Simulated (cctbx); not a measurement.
## CeCdCu2Te4 across an absorption edge

Space group I-42m (no. 121), a = 6.3310 Å, b = 6.3310 Å, c = 12.7950 Å, α = 90.00°, β = 90.00°, γ = 90.00°.

| atom | mult. | x | y | z | Ueq (Å²) |
| --- | --- | --- | --- | --- | --- |
| Ce1 | 2 | 1/2 | 1/2 | 0 | 0.0101 |
| Te1 | 8 | 0.2472 | 0.2472 | 0.3570 | 0.0100 |
| Cd1 | 2 | 0 | 0 | 0 | 0.0104 |
| Cu1 | 4 | 1/2 | 0 | 1/4 | 0.0110 |

The model is made up (kin elements in a known structure type, no relaxation), so it says nothing on whether the phase exists.

Calculated with cctbx: free-atom f′ and f″ from the Sasaki tables, no fine structure; amplitudes in electrons.

How do |F(hkl)| and |F(−h−k−l)| change across the Cu K edge?

```text
E (eV)    f'(Cu)   f''           |F|0 1 1        |F|1 1 2        |F|2 1 3        |F|1 0 3
   8379   -2.41   0.55       20.2/  20.2    440.5/ 451.5     21.0/  17.3     10.6/  10.6
   8729   -3.23   0.51       20.6/  20.6    439.5/ 449.3     21.2/  17.8     10.6/  10.6
   8859   -3.97   0.50       20.7/  20.7    438.2/ 447.3     21.2/  17.9     10.6/  10.6
   8919   -4.67   0.49       20.7/  20.7    436.9/ 445.4     21.2/  18.0     10.6/  10.6
   8949   -5.39   0.49       20.7/  20.7    435.5/ 443.4     21.2/  18.0     10.6/  10.6
   8964   -6.11   0.48       20.7/  20.7    434.1/ 441.5     21.2/  18.0     10.6/  10.6
   8971   -6.76   0.48       20.8/  20.8    432.8/ 439.8     21.3/  18.0     10.6/  10.6
   8975   -7.45   0.48       20.8/  20.8    431.5/ 437.9     21.3/  18.0     10.6/  10.6
   8983   -7.70   3.90       20.8/  20.8    442.8/ 427.4     21.3/  18.1     10.6/  10.6
   8987   -6.87   3.90       20.8/  20.8    444.3/ 429.6     21.3/  18.1     10.6/  10.6
   8994   -6.15   3.89       20.8/  20.8    445.7/ 431.6     21.3/  18.1     10.6/  10.6
   9009   -5.36   3.88       20.8/  20.8    447.2/ 433.8     21.3/  18.1     10.6/  10.6
   9039   -4.58   3.85       20.8/  20.8    448.7/ 436.0     21.3/  18.1     10.6/  10.6
   9129   -3.54   3.78       20.9/  20.9    450.6/ 439.0     21.3/  18.2     10.7/  10.7
   9379   -2.38   3.59       21.0/  21.0    452.7/ 442.5     21.3/  18.4     10.7/  10.7
```

The edge is at 8979 eV. f′ of Cu falls from -4.0 e at 8859 eV to -7.5 e at 4 eV below it, and f″ steps from 0.48 to 3.90 e across it. Over that approach |F| changes by +0 % (0 1 1), -2 % (1 1 2), +0 % (2 1 3) and +0 % (1 0 3): a reflection falls where Cu scatters in phase with the total and rises where it scatters against it; it hardly moves where the Cu term is small or cancels by symmetry or lies in quadrature to the total. The f″ term interferes with the normal scattering with opposite sign for the two Friedel mates. The largest Friedel difference in the scan is 19.3 % of the mean (2 1 3, at 8379 eV).

[Logs are printed without paths, hosts, clocks, repeated set-up lines and the standing remarks that a program may print on its own settings, such as how far it seeks lower states.]
